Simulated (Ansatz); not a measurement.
**A hypothetical structure for NaMn6Sn**

Starting from a made-up structure for NaMn6Sn, the aim is the relaxed cell, its shortest contacts and, where a second run follows, its electronic structure.

Main program and level: Ansatz 0.2.0; DFT, PBEsol, plane-wave PAW, files of the set soft_1, scalar-relativistic, ferromagnetic start, cell and ions relaxed at zero pressure; PAW set soft_1.

## Step 1: The starting structure

It takes space group Amm2 (No. 38, orthorhombic). Conventional cell: a = 4.447 Å, b = 5.602 Å, c = 10.013 Å, α = 90.00°, β = 90.00°, γ = 90.00°. Nearest to Sn lie 10 Mn at 2.72 to 2.94 Å and 2 Na at 2.80 Å. Mn has 10 Mn at 2.72 to 2.89 Å and 2 Na at 2.78 Å nearest. Nearest to Mn lie 10 Mn at 2.80 to 2.90 Å and 2 Sn at 2.80 Å. Mn has 2 Sn at 2.72 Å and 8 Mn at 2.72 to 2.90 Å and 2 Na at 2.76 Å nearest. Nearest to Mn lie 8 Mn at 2.62 to 2.98 Å and 2 Sn at 2.80 to 2.94 Å and 2 Na at 2.85 to 2.89 Å. Na has 10 Mn at 2.76 to 2.89 Å and 2 Sn at 2.80 Å nearest. Farther neighbours are not listed.

## Step 2: Relaxing cell and atoms

The guess takes its coordinates from another compound and its volume from a rule, so the cell and any free coordinates are relaxed together.

The input, input.yaml:

```yaml
crystal:
  lattice:
    - [4.447, 0.0, 0.0]
    - [0.0, 2.801, 5.0065]
    - [0.0, -2.801, 5.0065]
  atoms:
    - { symbol: Sn, position: [0.5, 0.1632, 0.1632] }
    - { symbol: Mn, position: [0.0, 0.8304, 0.8304], spin: 4.0 }
    - { symbol: Mn, position: [0.0, 0.3339, 0.3339], spin: 4.0 }
    - { symbol: Mn, position: [0.0, 0.3284, 0.8424], spin: 4.0 }
    - { symbol: Mn, position: [0.0, 0.8424, 0.3284], spin: 4.0 }
    - { symbol: Mn, position: [0.5, 0.1506, 0.6826], spin: 4.0 }
    - { symbol: Mn, position: [0.5, 0.6826, 0.1506], spin: 4.0 }
    - { symbol: Na, position: [0.5, 0.6643, 0.6643] }
magnetization:
  spin_polarized: true
kpoints:
  mp_grid: { grid: [6, 6, 6] }
scf:
  occupations: { method: fermi_dirac, width: 0.05 }
hamiltonian:
  xc: pbesol
  pseudopotentials: { kind: paw, azcp: { folder: soft_1 }, xc_functional: pbe }
relax:
  f_tol: 0.015
  max_steps: 70
  cell: {}
output:
  forces: true
  stress: true
```

On the command line:

```
$ ansatz run input.yaml --threads 4 --pin off --max-ram 10240MiB --backend cpu --events-out ev --progress --plain --runs-dir out
```

Numbers of over 12 decimals in the logs are rounded to 6 here.

Output:

```text
Engine: ansatz 0.2.0, aarch64-unknown-linux-gnu
Pseudopotentials: kind: paw
Pseudopotential: Sn, paw, valence charge 14, recommended cutoff 420 eV (normal), soft_1/Sn.paw.azcp
Pseudopotential: Mn, paw, valence charge 15, recommended cutoff 420 eV (normal), soft_1/Mn.paw.azcp
Pseudopotential: Na, paw, valence charge 9, recommended cutoff 420 eV (normal), soft_1/Na.paw.azcp
Functional definition: PBEsol
  exchange = pbesol_x
  correlation = pbesol_c
Crystal: 8 atoms, lattice volume = 124.722 Å³
Basis set: ecut = 420 eV, 2451 PW (Γ), exchange–correlation on 60×80×80 points (8 copies of the dense FFT grid, shifted against one another)
Bands: 83, of which v1, the nominal top of the filled ones, is band 57 counted from 1 (56 counted from 0)
Symmetry: 4 space group operations
Space group: Amm2 (ITA 38), of the structure as read, at distance tolerance 5.0e-5 Å
Magnetic group: BNS 38.187 (UNI 285), of the structure as read, at distance tolerance 5.0e-5 Å
k-points: 52 of 216 (time reversal used)
Non-local potential: Sn, projectors of the file, l = 0: 2, l = 1: 2, l = 2: 2, l = 3: 1
Non-local potential: Mn, projectors of the file, l = 0: 3, l = 1: 2, l = 2: 3, l = 3: 1
Non-local potential: Na, projectors of the file, l = 0: 3, l = 1: 2, l = 2: 1
PAW form: soft (Blöchl's): semilocal exchange-correlation on the pseudo side does not see the compensation charge
PAW frozen core: Sn, regenerated for the run's functional, and the local potential with it (the file was generated under x = pbe(κ = 0.804, μ = 0.219515), c = pbe(β = 0.066725))
PAW frozen core: Mn, regenerated for the run's functional, and the local potential with it (the file was generated under x = pbe(κ = 0.804, μ = 0.219515), c = pbe(β = 0.066725))
PAW frozen core: Na, regenerated for the run's functional, and the local potential with it (the file was generated under x = pbe(κ = 0.804, μ = 0.219515), c = pbe(β = 0.066725))
PAW one-centre angular grid: Sn, 590 points (default); XC on 64 Gauss nodes
PAW one-centre angular grid: Mn, 590 points (default); XC on 64 Gauss nodes
PAW one-centre angular grid: Na, 110 points (default); XC on 64 Gauss nodes
Initial density: superposition of atomic densities (chi_scale 0.1, normalization cell, long waves kept (reshape's long-wave potential 0.00 eV rms))
Starting moments: Σ|m| = 24 μB on 6 of 8 sites
Initial wavefunctions: pseudopotential atomic-orbital guess
Functional: x = pbesol(κ = 0.804, μ = 0.123457), c = pbesol(β = 0.046)
SCF iter   1: F=—  HF=-30630.726526 eV  |F-HF|=—  |Δ(HF+E_count)|=         —  Δρ=2.62e-2 (↑2.62e-2 ↓2.62e-2)  dr2=4.92e0  dr2_m=3.43e-1  M=21.466 μB ∫|m|=21.884 μB  β_m=0.30  ethr=3.10e-3  ⟨swp⟩=6.0  Hψ=31226  notcnv=0  defer=16
Mixer restart at iter 1: flushing history
preconditioner: auto → Kerker (q_TF=auto, 2.684 Å⁻¹)  [metal: Δε(μ)=0.001 eV  Ē_g=11.639 eV  σ=0.050 eV  W_gap=0.01  n_scr=44 (ndim 8)  ℏωp=26.4 eV  f_vac=0.000  D(μ)=8.87/eV (n_scr^D=90)]
spin=Collinear: Kerker preconditioning applied to the charge; magnetization (m = ρ↑ − ρ↓) channel mixes plain (no charge-response kernel on spin).
SCF iter   2: F=—  HF=-30631.065038 eV  |F-HF|=—  |Δ(HF+E_count)|=   3.39e-1  Δρ=2.24e-2 (↑1.65e-2 ↓2.24e-2)  dr2=3.24e0  dr2_m=1.77e-1  M=21.318 μB ∫|m|=21.776 μB  β_m=0.65  ethr=3.10e-3  ⟨swp⟩=2.0  Hψ=11573  notcnv=0  defer=977
SCF iter   3: F=—  HF=-30632.543253 eV  |F-HF|=—  |Δ(HF+E_count)|=    1.48e0  Δρ=1.37e-2 (↑1.37e-2 ↓1.16e-2)  dr2=5.56e-1  dr2_m=1.40e-1  M=20.498 μB ∫|m|=21.059 μB  β_m=0.69  ethr=2.87e-3  ⟨swp⟩=2.6  Hψ=13620  notcnv=0  defer=977
SCF iter   4: F=—  HF=-30632.354567 eV  |F-HF|=—  |Δ(HF+E_count)|=   1.89e-1  Δρ=7.24e-3 (↑4.47e-3 ↓7.24e-3)  dr2=1.28e-1  dr2_m=2.38e-2  M=20.074 μB ∫|m|=20.662 μB  β_m=0.79  ethr=4.92e-4  ⟨swp⟩=3.0  Hψ=14469  notcnv=0  defer=1007
SCF iter   5: F=—  HF=-30632.421512 eV  |F-HF|=—  |Δ(HF+E_count)|=         —  Δρ=1.43e-2 (↑1.43e-2 ↓5.12e-3)  dr2=9.15e-2  dr2_m=9.93e-2  M=19.538 μB ∫|m|=20.102 μB  β_m=0.79  ethr=1.13e-4  ⟨swp⟩=2.0  Hψ=14499  notcnv=0  defer=1007
Mixer restart at iter 5: flushing history
SCF iter   6: F=—  HF=-30632.442939 eV  |F-HF|=—  |Δ(HF+E_count)|=   2.14e-2  Δρ=5.23e-3 (↑5.23e-3 ↓2.00e-3)  dr2=4.79e-2  dr2_m=6.52e-3  M=19.757 μB ∫|m|=20.308 μB  β_m=0.69  ethr=8.10e-5  ⟨swp⟩=2.0  Hψ=16989  notcnv=0  defer=1016
SCF iter   7: F=—  HF=-30632.426310 eV  |F-HF|=—  |Δ(HF+E_count)|=   1.66e-2  Δρ=4.14e-3 (↑4.14e-3 ↓8.76e-4)  dr2=1.52e-2  dr2_m=5.58e-3  M=19.613 μB ∫|m|=20.166 μB  β_m=0.70  ethr=4.24e-5  ⟨swp⟩=2.0  Hψ=16000  notcnv=0  defer=1030
SCF iter   8: F=—  HF=-30632.424816 eV  |F-HF|=—  |Δ(HF+E_count)|=   1.49e-3  Δρ=1.20e-3 (↑1.20e-3 ↓4.33e-4)  dr2=2.44e-3  dr2_m=2.48e-4  M=19.653 μB ∫|m|=20.203 μB  β_m=0.83  ethr=1.34e-5  ⟨swp⟩=2.0  Hψ=12147  notcnv=0  defer=1030
SCF iter   9: F=—  HF=-30632.424979 eV  |F-HF|=—  |Δ(HF+E_count)|=   1.63e-4  Δρ=6.28e-4 (↑6.28e-4 ↓2.65e-4)  dr2=5.34e-4  dr2_m=1.17e-4  M=19.666 μB ∫|m|=20.216 μB  β_m=0.72  ethr=2.16e-6  ⟨swp⟩=2.1  Hψ=11839  notcnv=0  defer=1030
SCF iter  10: F=—  HF=-30632.424921 eV  |F-HF|=—  |Δ(HF+E_count)|=   5.81e-5  Δρ=2.74e-4 (↑2.74e-4 ↓1.74e-4)  dr2=1.15e-4  dr2_m=3.78e-5  M=19.664 μB ∫|m|=20.214 μB  β_m=0.86  ethr=4.72e-7  ⟨swp⟩=2.0  Hψ=12755  notcnv=0  defer=1030
SCF iter  11: F=—  HF=-30632.424901 eV  |F-HF|=—  |Δ(HF+E_count)|=   1.99e-5  Δρ=1.00e-4 (↑1.00e-4 ↓5.70e-5)  dr2=1.94e-5  dr2_m=2.16e-6  M=19.666 μB ∫|m|=20.216 μB  β_m=0.82  ethr=1.02e-7  ⟨swp⟩=2.0  Hψ=11399  notcnv=0  defer=1030
SCF iter  12: F=—  HF=-30632.424898 eV  |F-HF|=—  |Δ(HF+E_count)|=   3.51e-6  Δρ=7.61e-5 (↑7.61e-5 ↓3.44e-5)  dr2=9.23e-6  dr2_m=1.93e-6  M=19.666 μB ∫|m|=20.216 μB  β_m=0.82  ethr=1.71e-8  ⟨swp⟩=2.5  Hψ=12862  notcnv=0  defer=1030
SCF iter  13: F=—  HF=-30632.424897 eV  |F-HF|=—  |Δ(HF+E_count)|=   7.18e-7  Δρ=2.77e-5 (↑2.77e-5 ↓2.01e-5)  dr2=3.35e-6  dr2_m=9.01e-8  M=19.665 μB ∫|m|=20.215 μB  β_m=0.82  ethr=8.16e-9  ⟨swp⟩=2.0  Hψ=11577  notcnv=0  defer=1030
SCF iter  14: F=—  HF=-30632.424896 eV  |F-HF|=—  |Δ(HF+E_count)|=   6.01e-7  Δρ=1.26e-5 (↑1.06e-5 ↓1.26e-5)  dr2=5.32e-7  dr2_m=5.69e-8  M=19.665 μB ∫|m|=20.215 μB  β_m=0.86  ethr=2.96e-9  ⟨swp⟩=2.0  Hψ=10895  notcnv=0  defer=1030
SCF iter  15: F=—  HF=-30632.424896 eV  |F-HF|=—  |Δ(HF+E_count)|=   9.49e-9  Δρ=8.13e-6 (↑8.13e-6 ↓7.78e-6)  dr2=2.13e-7  dr2_m=2.08e-8  M=19.665 μB ∫|m|=20.215 μB  β_m=0.93  ethr=4.71e-10  ⟨swp⟩=2.0  Hψ=11920  notcnv=0  defer=1030
[...]
Initial wavefunctions: pseudopotential atomic-orbital guess (no wavefunctions were taken with the density)
iter 1 solved again at ethr=5.58e-8 eV; its pass at ethr=3.10e-3 eV (dr2=6.31e-5 eV) is discarded
SCF iter   1: F=—  HF=-30634.041518 eV  |F-HF|=—  |Δ(HF+E_count)|=         —  Δρ=2.10e-4 (↑2.10e-4 ↓1.77e-4)  dr2=9.44e-5  dr2_m=2.65e-6  M=5.471 μB ∫|m|=11.421 μB  β_m=0.65  ethr=5.58e-8  ⟨swp⟩=3.9  Hψ=55907  notcnv=0
preconditioner: auto → Kerker (q_TF=auto, 2.199 Å⁻¹)  [metal: Δε(μ)=0.003 eV  Ē_g=12.423 eV  σ=0.050 eV  W_gap=0.02  n_scr=20 (ndim 8)  ℏωp=28.2 eV  f_vac=0.000  D(μ)=7.00/eV (n_scr^D=70)]
spin=Collinear: Kerker preconditioning applied to the charge; magnetization (m = ρ↑ − ρ↓) channel mixes plain (no charge-response kernel on spin).
SCF iter   2: F=—  HF=-30634.041508 eV  |F-HF|=—  |Δ(HF+E_count)|=   9.61e-6  Δρ=6.34e-5 (↑6.34e-5 ↓6.25e-5)  dr2=4.63e-6  dr2_m=5.81e-7  M=5.472 μB ∫|m|=11.423 μB  β_m=0.58  ethr=5.58e-8  ⟨swp⟩=1.4  Hψ=9248  notcnv=0
SCF iter   3: F=—  HF=-30634.041525 eV  |F-HF|=—  |Δ(HF+E_count)|=   1.69e-5  Δρ=1.94e-5 (↑1.94e-5 ↓1.84e-5)  dr2=2.44e-7  dr2_m=6.56e-8  M=5.472 μB ∫|m|=11.422 μB  β_m=0.58  ethr=4.10e-9  ⟨swp⟩=2.0  Hψ=13704  notcnv=0
SCF iter   4: F=—  HF=-30634.041534 eV  |F-HF|=—  |Δ(HF+E_count)|=   8.78e-6  Δρ=2.90e-5 (↑2.90e-5 ↓1.58e-5)  dr2=1.81e-6  dr2_m=7.64e-8  M=5.473 μB ∫|m|=11.422 μB  β_m=0.58  ethr=2.16e-10  ⟨swp⟩=2.0  Hψ=10833  notcnv=0
SCF iter   5: F=—  HF=-30634.041542 eV  |F-HF|=—  |Δ(HF+E_count)|=   7.62e-6  Δρ=2.21e-5 (↑2.21e-5 ↓1.65e-5)  dr2=9.56e-7  dr2_m=2.13e-7  M=5.473 μB ∫|m|=11.421 μB  β_m=0.79  ethr=2.16e-10  ⟨swp⟩=2.0  Hψ=14661  notcnv=0
SCF iter   6: F=—  HF=-30634.041546 eV  |F-HF|=—  |Δ(HF+E_count)|=   4.84e-6  Δρ=1.27e-5 (↑1.27e-5 ↓1.22e-5)  dr2=1.05e-7  dr2_m=1.36e-7  M=5.473 μB ∫|m|=11.420 μB  β_m=0.89  ethr=2.16e-10  ⟨swp⟩=2.0  Hψ=14662  notcnv=0
SCF iter   7: F=—  HF=-30634.041547 eV  |F-HF|=—  |Δ(HF+E_count)|=   3.21e-7  Δρ=1.13e-5 (↑1.13e-5 ↓3.45e-6)  dr2=1.57e-7  dr2_m=3.04e-8  M=5.473 μB ∫|m|=11.418 μB  β_m=0.75  ethr=9.30e-11  ⟨swp⟩=2.1  Hψ=14727  notcnv=0
SCF iter   8: F=—  HF=-30634.041547 eV  |F-HF|=—  |Δ(HF+E_count)|=   1.45e-7  Δρ=1.18e-6 (↑1.18e-6 ↓1.16e-6)  dr2=4.74e-9  dr2_m=2.53e-10  M=5.473 μB ∫|m|=11.419 μB  β_m=0.74  ethr=9.30e-11  ⟨swp⟩=2.0  Hψ=14424  notcnv=0
SCF iter   9: F=—  HF=-30634.041547 eV  |F-HF|=—  |Δ(HF+E_count)|=   1.81e-9  Δρ=5.87e-7 (↑5.31e-7 ↓5.87e-7)  dr2=1.09e-9  dr2_m=1.68e-10  M=5.473 μB ∫|m|=11.419 μB  β_m=0.87  ethr=4.19e-12  ⟨swp⟩=2.0  Hψ=14351  notcnv=0
SCF iter  10: F=—  HF=-30634.041547 eV  |F-HF|=—  |Δ(HF+E_count)|=  5.97e-10  Δρ=4.30e-7 (↑3.53e-7 ↓4.30e-7)  dr2=3.11e-10  dr2_m=1.25e-10  M=5.473 μB ∫|m|=11.419 μB  β_m=0.93  ethr=1.00e-12  ⟨swp⟩=2.0  Hψ=11182  notcnv=0
SCF iter  11: F=—  HF=-30634.041547 eV  |F-HF|=—  |Δ(HF+E_count)|=  3.02e-10  Δρ=3.45e-7 (↑3.45e-7 ↓2.11e-7)  dr2=2.71e-10  dr2_m=3.17e-11  M=5.473 μB ∫|m|=11.419 μB  β_m=0.87  ethr=1.00e-12  ⟨swp⟩=2.0  Hψ=10915  notcnv=0
SCF iter  12: F=—  HF=-30634.041547 eV  |F-HF|=—  |Δ(HF+E_count)|=  1.35e-10  Δρ=3.13e-7 (↑3.13e-7 ↓2.76e-7)  dr2=1.64e-10  dr2_m=3.94e-11  M=5.473 μB ∫|m|=11.419 μB  β_m=0.72  ethr=1.00e-12  ⟨swp⟩=2.0  Hψ=13186  notcnv=0
SCF iter  13: F=—  HF=-30634.041547 eV  |F-HF|=—  |Δ(HF+E_count)|=  1.20e-10  Δρ=1.61e-7 (↑1.61e-7 ↓1.09e-7)  dr2=4.37e-11  dr2_m=7.60e-12  M=5.473 μB ∫|m|=11.419 μB  β_m=0.86  ethr=1.00e-12  ⟨swp⟩=1.0  Hψ=8632  notcnv=0
SCF iter  14: F=—  HF=-30634.041547 eV  |F-HF|=—  |Δ(HF+E_count)|=  3.27e-11  Δρ=4.63e-8 (↑4.63e-8 ↓2.87e-8)  dr2=2.16e-12  dr2_m=9.62e-13  M=5.473 μB ∫|m|=11.419 μB  β_m=0.81  ethr=1.00e-12  ⟨swp⟩=1.0  Hψ=8632  notcnv=0
SCF iter  15: F=-30634.041547 eV  HF=-30634.041547 eV  |F-HF|=1.82e-11  |Δ(HF+E_count)|=  3.64e-12  Δρ=7.83e-8 (↑7.83e-8 ↓6.99e-8)  dr2=3.18e-11  dr2_m=1.64e-13  M=5.473 μB ∫|m|=11.419 μB  ethr=1.00e-12  ⟨swp⟩=2.0  Hψ=23424  notcnv=0
the starting moments were not kept: 2 of 6 ended reversed and 4 kept their direction, counting a site from 0.1 μB. The largest reversed, site 3 (counted from 0, in the order of the report's site_moments_mub), started with +4.0 μB and closes at -1.3e0 μB in its sphere.
SCF 17 converged in 15 iterations: F = -30634.041547 eV  dr2 = 3.18e-11
relax step  17: F+E_penalty+E_count = -30634.04154684 eV  Δ(F+E_penalty+E_count) = +1.411e-2 eV  max|allowed force component| = 5.075e-3 eV/Å  Δτ_max = 0.0000 Å  P = -0.027 GPa  Ω = 109.277 Å³  stress off target by 3.56e-2 GPa  SCF on the basis re-selected at this cell (its energy is not comparable with the rows above)  (15 SCF iters)
basis re-selected at this cell: Δ(F+E_penalty+E_count) = +1.411e-2 eV, ΔP = -0.026 GPa vs the last step (what re-selecting the basis moved, of the pressure what is left beyond the Pulay correction that the steps carried, after the strain that the cell walked since its last selection, with what the two solves' SCF thresholds leave and, on support functions, any second-order correction that the steps lacked; it is no m [...]
SCF converged after 15 iterations
Magnetization: 5.4732 μB (59.2366 up, 53.7634 down)
Absolute magnetization: 11.4224 μB (∫|ρ↑−ρ↓|, with the PAW one-centre terms)
Spin contamination: 2.0282 ħ² per cell (⟨S²⟩ above its minimum at these occupations)
Per-site moments (μB) at R_I (Å): [(-0.022504, 1.114046), (3.192581, 1.027764), (1.817148, 0.922941), (-1.282257, 0.922941), (-1.282257, 0.922941), (1.344872, 0.924836), (1.344872, 0.924836), (0.013545, 1.089464)]
Free energy (F): -30634.041547 eV
Harris-Foulkes:  -30634.041547 eV  (|F-HF|=1.82e-11)
Internal energy: -30633.983295 eV  (E = F + TS)
E sigma→0 (E₀):  -30634.012421 eV
Entropy (-TS):   -0.058252 eV (-7.281 meV/atom)
Fermi energy:    15.417328 eV
--- Per-component energies (eV) ---
  E_band       = -1487.699547
  E_kinetic    = 2206.765777
  E_local      = -15130.965894  (includes V_loc(G=0)·N_el)
  E_nonlocal   = 3182.699422
  E_hartree    = 5867.831954
  E_xc         = -816.899755
  E_vxc        = -969.978499  (∫ρ·V_xc dr)
  E_paw        = -12363.144688  (= ΣΔE_a)
  E_vpaw       = -2511.885210  (= ΣTr[D̂ρ^β])
  E_aug_tail   = 0.000901  (compensation charges beyond the density's cutoff)
  E_ewald      = -13581.628449
  E_core_change = 1.357437  (= ΣΔE_core)
  E_smearing   = -0.058252  (= −TS)
  E_closure    = -0.000000  (closes the sum)
  Σ components = -30634.041547   (vs F -30634.041547, Δ=0.00e0)
--- Forces (eV/Å), atoms counted from 1 ---
  atom   1  Sn     0.00000000     0.00000000    -0.00430766
  atom   2  Mn     0.00000000     0.00000000    -0.00115140
  atom   3  Mn     0.00000000     0.00000000    -0.00324672
  atom   4  Mn     0.00000000     0.00224764     0.00507475
  atom   5  Mn    -0.00000000    -0.00224764     0.00507475
  atom   6  Mn     0.00000000    -0.00195899    -0.00022707
  atom   7  Mn     0.00000000     0.00195899    -0.00022707
  atom   8  Na     0.00000000     0.00000000    -0.00099323
  max |Σ_I F_I| component: 3.64e-6 eV/Å
--- Stress (GPa, compression-positive) ---
       -0.029700       0.000000       0.000000
        0.000000      -0.016731       0.000000
        0.000000       0.000000      -0.035635
  P = ⅓ Tr σ = -0.0274 GPa (-0.274 kbar)
--- Relaxed structure (16 steps of the walk, 15 accepted, 1 SCFs on fresh bases) ---
  F+E_penalty+E_count = -30634.04154684 eV   max|allowed force component| = 5.075e-3 eV/Å   (the final SCF, on the basis selected at the relaxed cell)
  cell:  # Å, volume = 109.2767 Å³
    - [4.182874, 0.0, 0.0]
    - [0.0, 2.725439, 4.792767]
    - [0.0, -2.725439, 4.792767]
  atoms:
    - { symbol: Sn, position: [0.5, 0.201657, 0.201657] }
    - { symbol: Mn, position: [0, 0.816113, 0.816113] }
    - { symbol: Mn, position: [0, 0.379919, 0.379919] }
    - { symbol: Mn, position: [0, 0.258520, 0.834159] }
    - { symbol: Mn, position: [0, 0.834159, 0.258520] }
    - { symbol: Mn, position: [0.5, 0.134448, 0.723134] }
    - { symbol: Mn, position: [0.5, 0.723134, 0.134448] }
    - { symbol: Na, position: [0.5, 0.647849, 0.647849] }
```

Elapsed: 22 min, on 4 threads of Arm Neoverse V1, shared host; peak memory 3.1 GiB; 87 min of CPU time.

Step by step:

| step | energy less that of the first step (eV) | largest force component (eV/Å) | pressure (GPa) | volume (Å³) |
| --- | --- | --- | --- | --- |
| 1 | 0.0000 | 0.9064 | -3.64 | 124.72 |
| 2 | -0.5483 | 0.5106 | -3.29 | 117.72 |
| 3 | -0.8789 | 1.0444 | 5.04 | 104.28 |
| 4 | -1.1796 | 0.3051 | -0.94 | 108.87 |
| 5 | -1.2043 | 0.3970 | 1.77 | 106.52 |
| 6 | -1.2259 | 0.1216 | -0.41 | 107.84 |
| 7 | -1.2410 | 0.1454 | -0.20 | 107.09 |
| 8 | -1.3946 | 0.4807 | 6.06 | 104.22 |
| 9 | -1.4399 | 0.5684 | 2.94 | 107.05 |
| 10 | -1.5361 | 0.3847 | 0.39 | 108.92 |
| 11 | -1.5759 | 0.4364 | -1.25 | 110.49 |
| 12 | -1.6165 | 0.2151 | -0.17 | 109.39 |
| 13 | -1.6285 | 0.1096 | 0.29 | 109.06 |
| 14 | -1.6282 | 0.1282 | -0.10 | 109.33 |
| 15 | -1.6306 | 0.0167 | -0.01 | 109.30 |
| 16 | -1.6308 | 0.0041 | 0.00 | 109.28 |
| 17* | -1.6167 | 0.0051 | -0.03 | 109.28 |

Relaxation steps marked * repeat the geometry before them on a plane-wave basis chosen anew for their cell, so energy and pressure can jump there. Relaxation step 14 was tried and not accepted.

Forces are held to the 4 operations that the run works with; a distortion that breaks them can't arise in this run.

| conventional cell, symmetrised | before | after | change |
| --- | --- | --- | --- |
| a (Å) | 4.447 | 4.183 | -5.9 % |
| b (Å) | 5.602 | 5.451 | -2.7 % |
| c (Å) | 10.013 | 9.586 | -4.3 % |
| volume (Å³/atom) | 15.59 | 13.66 | -12.4 % |

The atoms that moved most (Å, as changes of fractional coordinates times the final cell):

| atom | dx | dy | dz | length |
| --- | --- | --- | --- | --- |
| Mn3 | 0.000 | 0.000 | 0.441 | 0.441 |
| Mn4 | 0.000 | -0.168 | -0.374 | 0.410 |
| Mn5 | 0.000 | 0.168 | -0.374 | 0.410 |
| Sn1 | 0.000 | 0.000 | 0.369 | 0.369 |
| Mn6 | 0.000 | -0.154 | 0.117 | 0.194 |
| Mn7 | 0.000 | 0.154 | 0.117 | 0.194 |
| Na8 | 0.000 | 0.000 | -0.158 | 0.158 |
| Mn2 | 0.000 | 0.000 | -0.137 | 0.137 |

The relaxed structure:

```
Sn Mn Na
1.0
     4.18287    0.00000    0.00000
     0.00000    2.72544    4.79277
     0.00000   -2.72544    4.79277
Sn Mn Na
1 6 1
Direct
  0.50000 0.20166 0.20166
  0.00000 0.81611 0.81611
  0.00000 0.37992 0.37992
  0.00000 0.25852 0.83416
  0.00000 0.83416 0.25852
  0.50000 0.13445 0.72313
  0.50000 0.72313 0.13445
  0.50000 0.64785 0.64785
```

This step gave:

```yaml
free_energy: -30634.0415 eV
energy_at_zero_smearing: -30634.0124 eV
smearing_term_ts: 0.05825 eV
fermi_energy: 15.42 eV
magnetization: 5.473 μB
absolute_magnetization: 11.42 μB
site_moments: -0.02250, 3.193, 1.817, -1.282, -1.282, 1.345, 1.345, 0.01355 μB
electrons: 113
symmetry_operations: 4
pressure: -0.02736 GPa
```

Site moment by atom:

| atom | site moment (μB) |
| --- | --- |
| Sn1 | -0.02 |
| Mn2 | 3.19 |
| Mn3 | 1.82 |
| Mn4 | -1.28 |
| Mn5 | -1.28 |
| Mn6 | 1.34 |
| Mn7 | 1.34 |
| Na8 | 0.01 |

Shortest distances by pair of elements, guess and relaxed (not always the same contact):

| pair | guess (Å) | relaxed (Å) |
| --- | --- | --- |
| Mn–Mn | 2.622 | 2.237 |
| Mn–Na | 2.764 | 2.641 |
| Mn–Sn | 2.721 | 2.701 |
| Na–Sn | 2.801 | 2.774 |
| Sn–Sn | 4.447 | 4.183 |

The relaxation ends with a largest force component of 0.0051 eV/Å and a pressure of -0.03 GPa.

## Step 3: Summary of results

* space group, relaxed: Amm2
* conventional cell: a = 4.183, b = 5.451, c = 9.586 Å; α = 90.0°, β = 90.0°, γ = 90.0°
* volume per atom: 13.66 Å³ (guess 15.59)
* total moment: 5.47 μB in the cell of 8 atoms

What this shows: NaMn6Sn relaxes to Amm2 with a = 4.183, b = 5.451 and c = 9.586 Å. The guessed volume was 14 % too large. The space group Amm2 was held in the relaxation, so the end point is a stationary structure within it and may be a saddle against distortions or other arrangements. The input starts from parallel moments, and no other start was typed; the run left that order, and the end state is ferrimagnetic. Mesh and cutoff weren't tested. No dispersion term is used, so weakly bound directions may come out too long. Nothing here tests whether the compound is stable against decomposition.

[Logs are printed without paths, hosts, clocks, repeated set-up lines and the standing remarks that a program may print on its own settings, such as how far it seeks lower states.]

[Hosts, paths, dates, database ids (printed as entryN), source tags and the programs' standing remarks are cut or masked in the printed files.]
